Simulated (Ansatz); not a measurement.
# (KCl)2(PbTe)1 [001] superlattice, started as rocksalt type: the cell at rest

Wanted: the relaxed cell of (KCl)2(PbTe)1 [001] superlattice, started as rocksalt type.

Method: DFT PBE, scalar-relativistic, plane waves, PAW, in Ansatz 0.2.0.

The structure was built from a prototype and need not be the compound's stable phase.

### Step 1. The structure

The structure is tetragonal, space group I4/mmm (No. 139). Conventional cell: a = 4.488 Å, b = 4.488 Å, c = 19.040 Å, α = 90.00°, β = 90.00°, γ = 90.00°. Nearest to Cl lie 5 K at 3.17 Å and 1 Pb at 3.17 Å. K has 5 Cl at 3.17 Å and 1 Te at 3.17 Å nearest. Pb has 4 Te at 3.17 Å and 2 Cl at 3.17 Å nearest. Te has 4 Pb at 3.17 Å and 2 K at 3.17 Å nearest. Farther neighbours and most contacts between anions are not listed.

### Step 2. A coarse first look

First a cheap look: the gap decides the mesh and the occupations, the pressure tells how far the cell has to move.

Input file input.yaml:

```yaml
crystal:
  lattice:
    - [3.17333, 3.17333, 0.0]
    - [-3.17333, 3.17333, 0.0]
    - [3.17333, 0.0, 9.52]
  atoms:
    - { symbol: Cl, position: [0.5, 0.5, 0.0] }
    - { symbol: Cl, position: [0.833333, 0.166667, 0.333333] }
    - { symbol: K, position: [0.0, 0.0, 0.0] }
    - { symbol: K, position: [0.333333, 0.666667, 0.333333] }
    - { symbol: Pb, position: [0.666667, 0.333333, 0.666667] }
    - { symbol: Te, position: [0.166667, 0.833333, 0.666667] }
kpoints:
  mp_grid: { grid: [4, 4, 4] }
hamiltonian:
  xc: pbe
scf:
  occupations: { method: gaussian, width: 0.1 }
output:
  forces: true
  stress: true
  eigenvalues: true
```

Command:

```console
$ ansatz run input.yaml --threads 8 --pin off --max-ram 14336MiB --backend cpu --events-out ev --progress --plain --runs-dir out
```

Numbers of over 12 decimals in the logs are rounded to 6 here.

The log of the run:

```text
[...]
k-point 0: bands = [... 27 lower, 2.4161, 3.4229, 3.4229, 3.8593, 8.3913, 8.3980, 9.2778, 9.4704, ... 3 higher]
  k-point 1: bands = [... 27 lower, 2.4588, 3.4121, 3.4121, 3.6899, 8.1679, 8.9327, 9.1054, 9.7964, ... 3 higher]
  k-point 2: bands = [... 27 lower, 2.4849, 3.4012, 3.4012, 3.4786, 8.1749, 9.0239, 9.3909, 9.7479, ... 3 higher]
  k-point 12: bands = [... 27 lower, 2.3365, 2.3365, 2.3993, 4.3155, 7.7299, 9.1867, 9.1867, 10.7033, ... 3 higher]
[key lines of the parts left out:]
SCF converged after 7 iterations
Free energy (F): -24128.949188 eV
Fermi energy:    6.058708 eV
P = ⅓ Tr σ = 2.0690 GPa (20.690 kbar)
```

The job ended after 1.1 s (8 threads of Intel Xeon Platinum 8488C (Sapphire Rapids), shared host; peak memory 0.77 GiB; 6.5 s of CPU time).

A gap read on the k-mesh alone can miss the band edges.

This step gave:

| Quantity | Value |
| --- | --- |
| pressure | 2.069 GPa |
| gap on the k-mesh | 1.136 eV |
| volume per atom | 31.96 Å³ |
| direct gap on mesh | 1.136 eV |

The coarse mesh shows a gap of 1.14 eV and a pressure of 2.1 GPa.

### Step 3. Bringing the structure to rest

Harmonic phonons are second derivatives at a point where the forces vanish, and they are wanted at zero stress, so atoms and cell are relaxed first.

input.yaml, the sections that differ from step 2:

```yaml
kpoints:
  mp_grid: { grid: [6, 6, 6] }
scf:
  occupations: { method: gaussian, width: 0.02 }
output:
  forces: true
  stress: true
  eigenvalues: true
  write_density: true
  write_potential: true
  elf: true
  volumetric_format: npy
relax:
  adjacent_minimum: "off"
  f_tol: 0.005
  max_steps: 80
  cell: { stress_tol: 0.05 }
# crystal, hamiltonian: as in step 2
```

The log of the run:

```text
[...]
Crystal: 6 atoms, lattice volume = 191.733 Å³
Basis set: ecut = 420 eV, 3775 PW (Γ), exchange–correlation on 60×60×144 points (8 copies of the dense FFT grid, shifted against one another)
Bands: 38, of which v1, the nominal top of the filled ones, is band 31 counted from 1 (30 counted from 0)
Symmetry: 16 space group operations
[...]
k-points: 30 of 216
[...]
SCF iter   1: F=—  HF=-24128.989418 eV  |F-HF|=—  |Δ(HF+E_count)|=         —  Δρ=1.47e-3  dr2=3.25e-2  ethr=1.77e-3  ⟨swp⟩=10.1  Hψ=6076  notcnv=0
[...]
SCF iter   7: F=-24128.978368 eV  HF=-24128.978368 eV  |F-HF|=8.21e-9  |Δ(HF+E_count)|=   2.14e-7  Δρ=2.11e-6  dr2=9.66e-9  ethr=1.61e-10  ⟨swp⟩=16.2  Hψ=8981  notcnv=0
SCF 1 converged in 7 iterations: F = -24128.978368 eV  dr2 = 9.66e-9
[...]
relax step   1: F+E_penalty+E_count = -24128.97836822 eV  Δ(F+E_penalty+E_count) = +0.000e0 eV  max|allowed force component| = 5.162e-1 eV/Å  Δτ_max = 0.0000 Å  P = +2.021 GPa  Ω = 191.733 Å³  (7 SCF iters, dr2 threshold 1.00e-7 eV, accepted)
Crystal: 6 atoms, lattice volume = 204.946 Å³
Basis set: ecut = 420 eV, 4041 PW (Γ), exchange–correlation on 60×60×144 points (8 copies of the dense FFT grid, shifted against one another)
[...]
iter 1 solved again at ethr=7.82e-4 eV; its pass at ethr=3.10e-3 eV (dr2=4.85e-1 eV) is discarded
[...]
SCF iter   6: F=-24129.104133 eV  HF=-24129.104133 eV  |F-HF|=4.76e-7  |Δ(HF+E_count)|=   3.55e-6  Δρ=1.21e-5  dr2=5.01e-7  ethr=9.68e-10  ⟨swp⟩=14.9  Hψ=10070  notcnv=0
SCF 2 converged in 6 iterations: F = -24129.104133 eV  dr2 = 5.01e-7
relax step   2: F+E_penalty+E_count = -24129.10413321 eV  Δ(F+E_penalty+E_count) = -1.258e-1 eV  max|allowed force component| = 2.017e-1 eV/Å  Δτ_max = 0.1905 Å  P = -0.006 GPa  Ω = 204.946 Å³  energy of the carried Pulay correction = -7.030e-4 eV  (6 SCF iters, dr2 threshold 6.00e-7 eV, accepted)
Crystal: 6 atoms, lattice volume = 205.403 Å³
[...]
SCF iter   5: F=-24129.124752 eV  HF=-24129.124752 eV  |F-HF|=2.31e-7  |Δ(HF+E_count)|=   2.21e-6  Δρ=1.27e-5  dr2=5.13e-7  ethr=9.68e-10  ⟨swp⟩=13.6  Hψ=9854  notcnv=0
SCF 3 converged in 5 iterations: F = -24129.124752 eV  dr2 = 5.13e-7
  Residual-converged pass: ⟨swp⟩=1.1  Hψ=1262  notcnv=0  max |occ|·‖R‖ = 7.0e-9 eV (tolerance 1.0e-8 eV)  dr2=5.13e-7  dr2_onsite=1.13e-8  max |Δocc| = 0.0e0
relax step   3: F+E_penalty+E_count = -24129.12475181 eV  Δ(F+E_penalty+E_count) = -2.062e-2 eV  max|allowed force component| = 3.232e-2 eV/Å  Δτ_max = 0.0593 Å  P = -0.028 GPa  Ω = 205.403 Å³  energy of the carried Pulay correction = -7.265e-4 eV  (5 SCF iters, dr2 threshold 6.00e-7 eV, accepted)
[...]
relax step   4: F+E_penalty+E_count = -24129.12539841 eV  Δ(F+E_penalty+E_count) = -6.466e-4 eV  max|allowed force component| = 3.192e-3 eV/Å  Δτ_max = 0.0113 Å  P = +0.008 GPa  Ω = 205.226 Å³  energy of the carried Pulay correction = -7.174e-4 eV  (5 SCF iters, dr2 threshold 6.53e-8 eV, accepted)
[...]
relax step   5: F+E_penalty+E_count = -24129.12550167 eV  Δ(F+E_penalty+E_count) = -1.033e-4 eV  max|allowed force component| = 2.006e-3 eV/Å  Δτ_max = 0.0028 Å  P = +0.006 GPa  Ω = 205.329 Å³  energy of the carried Pulay correction = -7.227e-4 eV  (5 SCF iters, dr2 threshold 1.31e-8 eV, accepted)
Basis set: ecut = 420 eV, 4065 PW (Γ), exchange–correlation on 64×64×144 points (8 copies of the dense FFT grid, shifted against one another)
[...]
SCF iter   6: F=-24129.126235 eV  HF=-24129.126235 eV  |F-HF|=0.00e0  |Δ(HF+E_count)|=   2.45e-9  Δρ=5.22e-8  dr2=9.57e-12  ethr=1.00e-12  ⟨swp⟩=6.6  Hψ=5138  notcnv=0
SCF 6 converged in 6 iterations: F = -24129.126235 eV  dr2 = 9.57e-12
relax step   6: F+E_penalty+E_count = -24129.12623454 eV  Δ(F+E_penalty+E_count) = -7.329e-4 eV  max|allowed force component| = 1.986e-3 eV/Å  Δτ_max = 0.0000 Å  P = +0.006 GPa  Ω = 205.329 Å³  stress off target by 2.78e-2 GPa  SCF on the basis re-selected at this cell (its energy is not comparable with the rows above)  (6 SCF iters)
basis re-selected at this cell: Δ(F+E_penalty+E_count) = -7.329e-4 eV, ΔP = -0.000 GPa vs the last step (what re-selecting the basis moved, of the pressure what is left beyond the Pulay correction that the steps carried, after the strain that the cell walked since its last selection, with what the two solves' SCF thresholds leave and, on support functions, any second-order correction that the steps lacked; it is no measure of the basis error at this ecutwfc). The dense FFT grid was sized anew with the basis: this SCF ran on 32×32×72 points, the steps before it on 30×30×72, so part of this shift can come from that change (see relax.cell in the input reference). [rest of the remark cut]
SCF converged after 6 iterations
Free energy (F): -24129.126235 eV
[...]
Internal energy: -24129.126235 eV  (E = F + TS)
E sigma→0 (E₀):  -24129.126235 eV
Fermi energy:    5.460426 eV
[...]
--- Forces (eV/Å), atoms counted from 1 ---
  atom   1  Cl     0.00000000     0.00000000     0.00049647
  atom   2  Cl     0.00000000     0.00000000    -0.00049647
  atom   3  K     -0.00000000     0.00000000     0.00198589
  atom   4  K     -0.00000000     0.00000000    -0.00198589
  atom   5  Pb     0.00000000     0.00000000     0.00000000
  atom   6  Te     0.00000000    -0.00000000     0.00000000
  max |Σ_I F_I| component: 8.64e-19 eV/Å
--- Stress (GPa, compression-positive) ---
       -0.004968      -0.000000       0.000000
       -0.000000      -0.004968       0.000000
        0.000000       0.000000       0.027837
  P = ⅓ Tr σ = 0.0060 GPa (0.060 kbar)
--- Band table (eV; the first three rows and the last of 30) ---
  k-point 0: bands = [... 27 lower, 1.8176, 3.0143, 3.0143, 3.3415, 7.4547, 7.6755, 8.8257, 8.8688, ... 3 higher]
  k-point 1: bands = [... 27 lower, 1.8353, 3.0114, 3.0114, 3.2749, 7.3799, 7.8818, 8.6726, 9.0853, ... 3 higher]
  k-point 2: bands = [... 27 lower, 1.8558, 3.0056, 3.0056, 3.1289, 7.3625, 8.2133, 8.5675, 9.0864, ... 3 higher]
  k-point 29: bands = [... 27 lower, 1.7498, 1.7800, 1.8069, 3.8450, 7.0297, 8.5542, 8.8017, 9.6732, ... 3 higher]
--- Relaxed structure (5 steps of the walk, 5 accepted, 1 SCFs on fresh bases) ---
  F+E_penalty+E_count = -24129.12623454 eV   max|allowed force component| = 1.986e-3 eV/Å   (the final SCF, on the basis selected at the relaxed cell)
  cell:  # Å, volume = 205.3287 Å³
    - [3.229148, 3.229148, 0.0]
    - [-3.229148, 3.229148, 0.0]
    - [3.229148, 0, 9.845640]
  atoms:
    - { symbol: Cl, position: [0.502165, 0.497835, -0.00433005] }
    - { symbol: Cl, position: [0.831168, 0.168832, 0.337663] }
    - { symbol: K, position: [-0.0061548, 0.0061548, 0.012310] }
    - { symbol: K, position: [0.339488, 0.660512, 0.321024] }
    - { symbol: Pb, position: [0.666667, 0.333333, 0.666667] }
    - { symbol: Te, position: [0.166667, 0.833333, 0.666667] }
```

Run time: 11 s. Hardware: 8 threads; peak memory 0.92 GiB; 76 s of CPU time.

Relaxation path:

```csv
step,energy less that of the first step (eV),largest force component (eV/Å),pressure (GPa),volume (Å³)
1,0.0000,0.5162,2.02,191.73
2,-0.1258,0.2017,-0.01,204.95
3,-0.1464,0.0323,-0.03,205.40
4,-0.1470,0.0032,0.01,205.23
5,-0.1471,0.0020,0.01,205.33
6*,-0.1479,0.0020,0.01,205.33
```

Relaxation steps marked * repeat the geometry before them on a plane-wave basis chosen anew for their cell, so energy and pressure can jump there.

Forces are held to the 16 operations that the run works with; a distortion that breaks them can't arise in this run.

```csv
"conventional cell, symmetrised",before,after,change
a (Å),4.488,4.567,+1.8 %
b (Å),4.488,4.567,+1.8 %
c (Å),19.040,19.691,+3.4 %
volume (Å³/atom),31.96,34.22,+7.1 %
```

The atoms that moved most (Å, as changes of fractional coordinates times the final cell):

```csv
atom,dx,dy,dz,length
K3,0.000,0.000,0.121,0.121
K4,0.000,0.000,-0.121,0.121
Cl2,0.000,0.000,0.043,0.043
Cl1,0.000,0.000,-0.043,0.043
```

The relaxed structure:

```cif
data_structure
_symmetry_space_group_name_H-M 'P 1'
_symmetry_Int_Tables_number 1
_cell_length_a 4.5667
_cell_length_b 4.5667
_cell_length_c 10.3617
_cell_angle_alpha 102.730
_cell_angle_beta 77.270
_cell_angle_gamma 90.000
_cell_volume 205.33
loop_
_atom_site_label
_atom_site_type_symbol
_atom_site_fract_x
_atom_site_fract_y
_atom_site_fract_z
_atom_site_occupancy
Cl1 Cl 0.50217 0.49783 0.99567 1
Cl2 Cl 0.83117 0.16883 0.33766 1
K3 K 0.99385 0.00615 0.01231 1
K4 K 0.33949 0.66051 0.32102 1
Pb5 Pb 0.66667 0.33333 0.66667 1
Te6 Te 0.16667 0.83333 0.66667 1
```

Numbers from this step:

| Quantity | Value |
| --- | --- |
| pressure | 0.005967 GPa |
| gap on the k-mesh | 1.188 eV |
| volume per atom | 34.22 Å³ |
| direct gap on mesh | 1.188 eV |

Valence density in the ac plane of the conventional cell at fractional y = 0.000, with atoms of Cl and K and Pb and Te within 0.2 Å of it. It is the smooth field of the valence electrons, not physical close to the nuclei.

Values in e/Å³, 24 rows by 14 columns, each cell a mean:
```
 5  3  1  0  0  0  0  0  0  0  0  1  2  4
 0  0  0  0  0  0  0  0  0  0  0  0  0  0
 1  0  0  0  0  0  0  0  0  0  0  0  0  0
 1  2  1  0  0  0  0  0  0  0  0  1  1  1
 1  1  1  0  0  0  0  0  0  0  0  0  1  1
 0  0  0  0  0  0  0  0  0  0  0  0  0  0
 1  0  0  0  0  0  0  0  0  0  0  0  0  1
 4  3  1  0  0  0  0  0  0  0  0  1  2  4
 2  2  1  0  0  0  0  0  0  0  0  0  1  2
 0  0  0  0  0  0  0  0  0  0  0  0  0  0
 1  0  0  0  0  0  0  0  0  0  0  0  0  0
10  6  1  0  0  0  0  0  0  0  0  1  3  8
 7  4  1  0  0  0  0  0  0  0  0  1  2  6
 0  0  0  0  0  0  0  0  0  0  0  0  0  0
 0  0  0  0  0  0  0  0  0  0  0  0  0  0
 3  2  1  0  0  0  0  0  0  0  0  0  2  3
 3  3  1  0  0  0  0  0  0  0  0  1  2  3
 0  0  0  0  0  0  0  0  0  0  0  0  0  0
 0  0  0  0  0  0  0  0  0  0  0  0  0  0
 1  1  1  0  0  0  0  0  0  0  0  1  1  1
 1  1  1  0  0  0  0  0  0  0  0  1  1  1
 0  0  0  0  0  0  0  0  0  0  0  0  0  0
 1  0  0  0  0  0  0  0  0  0  0  0  0  0
 6  4  1  0  0  0  0  0  0  0  0  1  3  5
```
Columns run along a (4.6 Å), rows up along c (19.7 Å), edges of the conventional cell, whose origin can differ from the input's. Atoms in or near the plane, at fractional coordinates: Cl at (0.00, 0.16), Cl at (0.00, 0.84), K at (0.00, 0.67), K at (0.00, 0.33), Pb at (0.00, 0.00), Te at (0.00, 0.50).

ELF in the ac plane of the conventional cell at fractional y = 0.000, with atoms of Cl and K and Pb and Te within 0.2 Å of it. It is the smooth field of the valence electrons, not physical close to the nuclei.

Values, 24 rows by 14 columns, each cell a mean:
```
0.19 0.28 0.40 0.35 0.22 0.10 0.07 0.06 0.08 0.15 0.29 0.39 0.35 0.22
0.24 0.22 0.18 0.12 0.06 0.04 0.03 0.03 0.03 0.05 0.09 0.15 0.21 0.24
0.66 0.63 0.53 0.38 0.19 0.05 0.01 0.01 0.02 0.11 0.28 0.46 0.59 0.65
0.57 0.77 0.86 0.80 0.59 0.24 0.03 0.01 0.10 0.43 0.72 0.84 0.84 0.67
0.73 0.82 0.85 0.77 0.57 0.23 0.03 0.01 0.09 0.41 0.69 0.82 0.85 0.77
0.45 0.43 0.38 0.29 0.16 0.05 0.01 0.00 0.02 0.10 0.24 0.34 0.41 0.44
0.52 0.47 0.33 0.13 0.02 0.00 0.00 0.00 0.00 0.01 0.05 0.22 0.41 0.51
0.73 0.84 0.84 0.56 0.12 0.01 0.01 0.01 0.01 0.03 0.31 0.75 0.86 0.78
0.79 0.79 0.66 0.33 0.05 0.01 0.01 0.01 0.01 0.02 0.16 0.52 0.74 0.80
0.26 0.23 0.18 0.13 0.07 0.03 0.01 0.01 0.02 0.05 0.10 0.15 0.21 0.25
0.64 0.67 0.69 0.66 0.47 0.21 0.06 0.04 0.11 0.34 0.59 0.69 0.68 0.65
0.11 0.21 0.44 0.59 0.60 0.34 0.11 0.08 0.20 0.49 0.63 0.53 0.33 0.14
0.20 0.31 0.50 0.62 0.60 0.33 0.11 0.07 0.19 0.48 0.64 0.57 0.40 0.24
0.63 0.65 0.65 0.58 0.39 0.16 0.05 0.03 0.09 0.27 0.50 0.63 0.65 0.64
0.30 0.25 0.16 0.07 0.03 0.01 0.01 0.01 0.01 0.02 0.05 0.11 0.20 0.28
0.79 0.83 0.76 0.44 0.08 0.01 0.01 0.01 0.01 0.02 0.22 0.64 0.82 0.82
0.77 0.84 0.81 0.51 0.10 0.01 0.01 0.01 0.01 0.03 0.27 0.70 0.85 0.80
0.36 0.30 0.19 0.07 0.01 0.00 0.00 0.00 0.00 0.01 0.03 0.13 0.26 0.34
0.62 0.60 0.54 0.43 0.26 0.08 0.01 0.01 0.03 0.16 0.35 0.49 0.57 0.61
0.63 0.79 0.86 0.80 0.61 0.25 0.03 0.01 0.11 0.44 0.72 0.84 0.85 0.71
0.69 0.81 0.85 0.76 0.54 0.21 0.03 0.01 0.08 0.38 0.67 0.82 0.84 0.74
0.51 0.48 0.39 0.25 0.11 0.03 0.01 0.01 0.02 0.07 0.18 0.32 0.44 0.50
0.30 0.29 0.24 0.17 0.09 0.05 0.04 0.04 0.04 0.06 0.13 0.21 0.27 0.30
0.11 0.21 0.39 0.37 0.24 0.12 0.07 0.07 0.09 0.17 0.31 0.41 0.31 0.14
```
Columns run along a (4.6 Å), rows up along c (19.7 Å), edges of the conventional cell, whose origin can differ from the input's. Atoms in or near the plane, at fractional coordinates: Cl at (0.00, 0.16), Cl at (0.00, 0.84), K at (0.00, 0.67), K at (0.00, 0.33), Pb at (0.00, 0.00), Te at (0.00, 0.50).

Electrostatic potential energy in the ac plane of the conventional cell at fractional y = 0.000, with atoms of Cl and K and Pb and Te within 0.2 Å of it. With pseudopotentials it is smooth inside the atoms' cores, unlike the true potential.

Ten even steps from '0' (-39 eV) to '9' (9 eV), each cell a mean:
```
11379999998511
78999999999988
88999999999998
01599999999830
23799999999852
99999999999999
77899999999987
00489999998620
24689999999853
99999999999999
77899999999987
98579999998579
87679999998668
88999999999998
88999999999998
12589999999741
01589999998731
88999999999988
89999999999998
01699999999830
12699999999841
99999999999999
67899999999876
21279999998401
```
Columns run along a (4.6 Å; values clipped at the 3rd and 97th percentile), rows up along c (19.7 Å), edges of the conventional cell, whose origin can differ from the input's. Atoms in or near the plane, at fractional coordinates: Cl at (0.00, 0.16), Cl at (0.00, 0.84), K at (0.00, 0.67), K at (0.00, 0.33), Pb at (0.00, 0.00), Te at (0.00, 0.50).

In this step the volume went from 31.96 to 34.22 Å³/atom.

### Step 4. Relaxing to small forces for the phonons

Phonons need a cell at rest on their own settings, so the relaxation is repeated with tight tolerances on forces and stress, using the mesh and the filling of the phonon run that follows.

Input file input.yaml:

```yaml
crystal:
  lattice:
    - [3.2291476481, 3.2291476481, 0.0]
    - [-3.2291476481, 3.2291476481, 0.0]
    - [3.2291476481, 0.0, 9.8456396237]
  atoms:
    - { symbol: Cl, position: [0.5021650268, 0.4978349732, -0.0043300535] }
    - { symbol: Cl, position: [0.8311683066, 0.1688316934, 0.3376633868] }
    - { symbol: K, position: [-0.0061547965, 0.0061547965, 0.012309593] }
    - { symbol: K, position: [0.3394881298, 0.6605118702, 0.3210237404] }
    - { symbol: Pb, position: [0.6666666667, 0.3333333333, 0.6666666667] }
    - { symbol: Te, position: [0.1666666667, 0.8333333333, 0.6666666667] }
kpoints:
  mp_grid: { grid: [8, 8, 8] }
hamiltonian:
  xc: pbe
scf:
  occupations: { method: fixed }
output:
  forces: true
  stress: true
  eigenvalues: true
relax:
  adjacent_minimum: "off"
  f_tol: 0.001
  max_steps: 60
  cell: { stress_tol: 0.01 }
```

The log of the run:

```text
[...]
Crystal: 6 atoms, lattice volume = 205.329 Å³
Basis set: ecut = 420 eV, 4065 PW (Γ), exchange–correlation on 64×64×144 points (8 copies of the dense FFT grid, shifted against one another)
Bands: 38, of which v1, the nominal top of the filled ones, is band 31 counted from 1 (30 counted from 0)
[... 1 set-up line as in the run before ...]
[...]
k-points: 59 of 512
[...]
- [3.229066, 3.229066, 0.0]
    - [-3.229066, 3.229066, 0.0]
    - [3.229066, 0, 9.851965]
  atoms:
    - { symbol: Cl, position: [0.502122, 0.497878, -0.00424459] }
    - { symbol: Cl, position: [0.831211, 0.168789, 0.337578] }
    - { symbol: K, position: [-0.00617336, 0.00617336, 0.012347] }
    - { symbol: K, position: [0.339507, 0.660493, 0.320987] }
    - { symbol: Pb, position: [0.666667, 0.333333, 0.666667] }
    - { symbol: Te, position: [0.166667, 0.833333, 0.666667] }
[key lines of the parts left out:]
SCF converged after 6 iterations
Free energy (F): -24129.125041 eV
Fermi energy:    4.861210 eV
P = ⅓ Tr σ = -0.0017 GPa (-0.017 kbar)
```

Wall time 9.9 s (8 threads); peak memory 1 GiB.

Little changed from the start: no atom moved by 0.005 Å and no cell edge by 0.1 %.

Numbers from this step:

```
pressure           : -0.001724 GPa
gap on the k-mesh  : 1.187 eV
volume per atom    : 34.24 Å³
direct gap on mesh : 1.187 eV
```

The largest force component left is 0.78 meV/Å and the pressure is -0.002 GPa, within the tolerances set. The cell now holds 34.24 Å³/atom.

### Step 5. Summary of results

| Item | Value |
| --- | --- |
| space group after relaxation (within 0.01 Å) | I4/mmm |
| lattice constant a | 4.567 Å |
| lattice constant b | 4.567 Å |
| lattice constant c | 19.704 Å |
| volume per atom | 34.2 Å³ |
| gap on the k-mesh | 1.19 eV |

In words: The largest force component left is 0.78 meV/Å and the pressure is -0.002 GPa, within the tolerances set. The cell now holds 34.24 Å³/atom. The relaxation keeps the symmetry of its start, so it says nothing on stability against lower symmetry. Spin-orbit coupling is left out, which can matter for the heavy elements here. The starting cell was built on a prototype and not taken from a measurement, so the phase need not exist.

[Logs are printed without paths, hosts, clocks, repeated set-up lines and the standing remarks that a program may print on its own settings, such as how far it seeks lower states.]

[Hosts, paths, dates, database ids (printed as entryN), source tags and the programs' standing remarks are cut or masked in the printed files.]
